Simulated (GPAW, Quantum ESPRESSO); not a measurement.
The F K edge of atom 2 in CdF2 (Fm-3m), with 4 Cd at 2.33 Å (tetrahedral, site symmetry -43m), was computed in 2 ways: full core hole (charged cell) and no core hole. Program and functional: Quantum ESPRESSO XSpectra, PBE, Lorentzian half width 0.3 eV up to 4 eV, rising linearly to 2.5 eV at 25 eV; cells of 3 and 18 atoms (the run without a hole in the smaller).

Each run is counted from its own lowest empty level or Fermi level and scaled to a mean of 1 over its first 20 eV. (XSpectra's own axis starts at xe0, in the gap; it has been shifted.)

```
E (eV)  run 1  run 2
  -2.0   0.03   0.03
  -1.0   0.04   0.04
   0.0   0.06   0.06
   1.0   0.14   0.18
   2.0   0.39   0.51
   3.0   1.12   0.90
   4.0   1.90   1.57
   5.0   0.92   1.30
   6.0   0.82   0.83
   7.0   1.33   1.27
   8.0   1.15   1.10
   9.0   1.36   1.21
  10.0   1.53   1.59
  11.0   1.21   1.61
  12.0   0.86   1.16
  13.0   0.71   0.85
  14.0   0.71   0.73
  15.0   0.83   0.75
  16.0   0.96   0.81
  17.0   1.09   0.88
  18.0   1.23   1.03
  19.0   1.24   1.16
  20.0   1.12   1.17
  21.0   0.96   1.06
  22.0   0.82   0.91
  23.0   0.73   0.77
  24.0   0.68   0.68
  25.0   0.67   0.62
  26.0   0.70   0.60
  27.0   0.75   0.62
  28.0   0.81   0.64
  29.0   0.86   0.66
  30.0   0.90   0.68
  31.0   0.96   0.71
  32.0   1.05   0.78
```

Q: Which run is which?

Run 1: full core hole (charged cell) (area from −2 to 6 eV 4.9, main maxima 3.9 eV (1.93), 7.0 eV (1.33), 9.8 eV (1.54) and 18.6 eV (1.26)). Run 2: no core hole (area from −2 to 6 eV 4.9, main maxima 2.2 eV (0.57), 4.3 eV (1.80), 7.1 eV (1.28), 10.5 eV (1.67) and 19.6 eV (1.19)). With each curve scaled to its own mean, the area from −2 to 6 eV with the hole is 4.9 against 4.9, and the centre of weight from −1 to 20 eV moves by +0.1 eV (first and strongest maxima below 20 eV: 2.2 eV (0.57), 4.3 eV (1.80), 7.1 eV (1.28) and 10.5 eV (1.67) without the hole, 3.9 eV (1.93), 7.0 eV (1.33) and 9.8 eV (1.54) with it); the shape changes all the same, by 18 % r.m.s.

[Banner, clock and machine lines of the logs are left out without a mark of their own.]

[Logs are printed without paths, hosts, clocks, repeated set-up lines and the standing remarks that a program may print on its own settings, such as how far it seeks lower states.]

[Hosts, paths, dates, database ids (printed as entryN), source tags and the programs' standing remarks are cut or masked in the printed files.]

[Lists of maxima count a maximum above −3 eV only where it reaches 4 % of the highest in the window and stands out from its surroundings by 2 % of it (1.5 % where it reaches 55 %); shoulders and weaker maxima are passed over, and of the rest the first, up to two pre-edge ones and the few strongest are named.]
